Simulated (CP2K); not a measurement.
Consider 3-methylthiofuran at its PBE geometry (Å).

```xyz
13

C     2.3253    0.1232    0.5953
S     1.4740   -0.9363   -0.6165
C    -0.1974   -0.4513   -0.3712
C    -0.8286    0.8031   -0.7010
C    -2.1514    0.6556   -0.4103
O    -2.4037   -0.6117    0.0720
C    -1.1973   -1.2664    0.0941
H     3.3990   -0.0611    0.4646
H     2.1221    1.1837    0.4048
H     2.0339   -0.1380    1.6195
H    -0.3484    1.6849   -1.1104
H    -3.0156    1.3041   -0.4885
H    -1.2119   -2.2899    0.4477
```

Method: CP2K XAS_TDP, all-electron GAPW, PBEh(45%), aug-cc-pVDZ, TDA, no relativity.

Q: Predict the bright core excitations at the C K edge.

Leading lines: C1 283.63 eV, C3 282.56 eV, C4 282.00 eV, C5 282.75 eV and C7 282.62 eV. The leading line of an atom is its first one with 35 % of the strongest within 2.5 eV of its lowest line over the strength cut. 

The first six lines of each atom with a strength over 0.0015:

```
                     atom  energy (eV)  states  strength, one atom
 C1 (bonded to S and 3 H)       283.63       1              0.0389
                                284.51       1              0.0090
                                285.14       1              0.0177
                                285.25       1              0.0208
                                285.65       1              0.0065
                                286.04       1              0.0026
 C3 (bonded to 2 C and S)       282.56       1              0.0449
                                284.65       1              0.0328
                                284.86       1              0.0054
                                285.70       1              0.0034
                                286.79       1              0.0019
                                287.15       1              0.0022
 C4 (bonded to 2 C and H)       282.00       1              0.0473
                                284.10       1              0.0054
                                284.37       1              0.0105
                                285.36       1              0.0042
                                286.05       1              0.0018
                                286.47       1              0.0040
C5 (bonded to C, O and H)       282.75       1              0.0538
                                285.65       1              0.0164
                                286.19       1              0.0036
                                286.41       1              0.0167
                                286.62       1              0.0018
                                286.97       1              0.0030
C7 (bonded to C, O and H)       282.62       1              0.0541
                                285.79       1              0.0180
                                286.29       1              0.0020
                                286.48       1              0.0138
                                286.64       1              0.0025
                                286.88       1              0.0028
```

Lines are vertical, at one geometry, with no vibrational structure. Without a correction of the core level, line positions, and the gaps between valence and Rydberg lines, follow the share of exact exchange. At this level such K lines come out 3 to 6 eV under measured ones. These values hold no scalar relativity, about 0.1 eV for C 1s. Rydberg lines, and the discretised continuum above threshold, depend on the basis and the box.

[Banner, clock and machine lines of the logs are left out without a mark of their own.]

[Logs are printed without paths, hosts, clocks, repeated set-up lines and the standing remarks that a program may print on its own settings, such as how far it seeks lower states.]

[Hosts, paths, dates, database ids (printed as entryN), source tags and the programs' standing remarks are cut or masked in the printed files.]
